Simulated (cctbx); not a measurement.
# What resolution and counting buy: K7TaSb3As

Space group Pmn2_1 (no. 31), a = 10.3440 Å, b = 9.4520 Å, c = 8.6130 Å, α = 90.00°, β = 90.00°, γ = 90.00°.

| atom | mult. | x | y | z | Ueq (Å²) |
| --- | --- | --- | --- | --- | --- |
| Ta1 | 2 | 1/2 | 0.6861 | 0.5003 | 0.0031 |
| Sb1 | 4 | 0.7110 | 0.8014 | 0.4028 | 0.0036 |
| Sb2 | 2 | 1/2 | 0.6842 | 0.7975 | 0.0042 |
| As1 | 2 | 1/2 | 0.4090 | 0.4196 | 0.0032 |
| K1 | 2 | 1/2 | 0.3420 | 0.8448 | 0.0044 |
| K2 | 2 | 1/2 | 0.9058 | 0.1074 | 0.0061 |
| K3 | 4 | 0.7839 | 0.8362 | 0.7877 | 0.0041 |
| K4 | 4 | 0.7817 | 0.4646 | 0.6247 | 0.0064 |
| K5 | 2 | 1/2 | 0.0384 | 0.6307 | 0.0037 |

This is a model crystal, built by substitution and not relaxed, with assumed displacement parameters.

Five simulated data sets (cctbx; Mo Kα, λ = 0.71073 Å; 3 % proportional error) differ in resolution or exposure (noise floor 4 counts in the first three, 8 in the last two). Each is refined with the right model, isotropic at 1.1 Å and anisotropic otherwise. How do the figures of merit and the uncertainties move?

```
d min (Å)  top counts  ⟨I/σ⟩ (unmerged, absences included)  unique  param. (scale apart)   Rint      R1  GooF  largest s.u. xyz (fractional)  s.u. U of K1 (Å²)  largest error (Å)
      1.1       20000                                 17.6     692                    30  0.027  0.0137  0.98                        0.00032             0.0007             0.0073
     0.84       20000                                 16.2    1542                    63  0.029  0.0143  0.93                        0.00017             0.0007             0.0094
      0.6       20000                                 13.9    4181                    63  0.032  0.0169  0.94                        0.00009             0.0003             0.0021
     0.75         300                                  1.1    2146                    63  0.407  0.1249  0.94                        0.00268             0.0092             0.0367
     0.75        3000                                  6.1    2146                    63  0.077  0.0382  0.94                        0.00044             0.0016             0.0098
```

The number of reflections grows roughly as 1/d³: 692, 1542 and 4181 here. R1 follows the noise rather than the truth: at 300 counts it is 0.1249, at 3000 counts 0.0382, while GooF is 0.94 and 0.94: the weights 1/σ² carry the noise. The s.u. of U (U11 where anisotropic) for K1 goes 0.0007, 0.0007, 0.0003 Å² with resolution and 0.0092, 0.0016 Å² with exposure.

Hardware for the 0.6 Å refinement: 0.48 s on 1 thread of Arm Neoverse V2, with other jobs on the host, peak memory 0.09 GiB.

[Logs are printed without paths, hosts, clocks, repeated set-up lines and the standing remarks that a program may print on its own settings, such as how far it seeks lower states.]
